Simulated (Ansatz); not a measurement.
BaZnPF (P4/nmm), computed twice by G0W0.

```cif
data_structure
_symmetry_space_group_name_H-M 'P 1'
_symmetry_Int_Tables_number 1
_cell_length_a 4.1563
_cell_length_b 4.1563
_cell_length_c 9.4574
_cell_angle_alpha 90.000
_cell_angle_beta 90.000
_cell_angle_gamma 90.000
_cell_volume 163.38
loop_
_atom_site_label
_atom_site_type_symbol
_atom_site_fract_x
_atom_site_fract_y
_atom_site_fract_z
_atom_site_occupancy
Ba1 Ba 0.50000 0.00000 0.33177 1
Ba2 Ba 0.00000 0.50000 0.66823 1
Zn3 Zn 0.50000 0.50000 0.00000 1
Zn4 Zn 0.00000 0.00000 0.00000 1
P5 P 0.00000 0.50000 0.14910 1
P6 P 0.50000 0.00000 0.85090 1
F7 F 0.50000 0.50000 0.50000 1
F8 F 0.00000 0.00000 0.50000 1
```

The cell and positions come from the Crystallography Open Database and are kept as given unless a step says otherwise. Spin-orbit coupling is left out unless a run names it.

The first (Ansatz 0.2.0; start PBE, 4×4×2 mesh, 681 empty bands, screening to 150 eV, PAW set soft_1 files; 1 × NVIDIA H100 80GB HBM3 (shared by 6 runs) with 2 threads of AMD EPYC 7R13 (Zen 3), shared host) gave, on its mesh: starting gap 0.42 eV, G0W0 gap 1.31 eV, RPA ε∞ (mean) 8.22, 37 s.

**Question.** The second changes start from PBE to PBE with 5 % screened exact exchange. What does it give?

It gave: starting gap 0.58 eV, G0W0 gap 1.40 eV, RPA ε∞ (mean) 7.64, 89 s. The G0W0 gap moves by +0.09 eV, +0.16 eV from the start and −0.07 eV from the correction. Σc changes by −0.05 eV at the valence top and +0.01 eV at the conduction bottom, and Σx − Vxc between them by −0.12 eV.

Limits: not at the basis limit; d shell near the gap, gap tends to lie low; no spin-orbit coupling; coarse k mesh.

[Paths, hosts, dates, memory and timing lines, banners, echoed tables and standing remarks are left out of the program output.]

[Logs are printed without paths, hosts, clocks, repeated set-up lines and the standing remarks that a program may print on its own settings, such as how far it seeks lower states.]

[Runs of the session that timed out or met a known fault of the program may be left out.]

[Cells called generated may have been cut or substituted from an entry of the Crystallography Open Database or the Materials Project.]

[Hosts, paths, dates, database ids (printed as entryN), source tags and the programs' standing remarks are cut or masked in the printed files.]
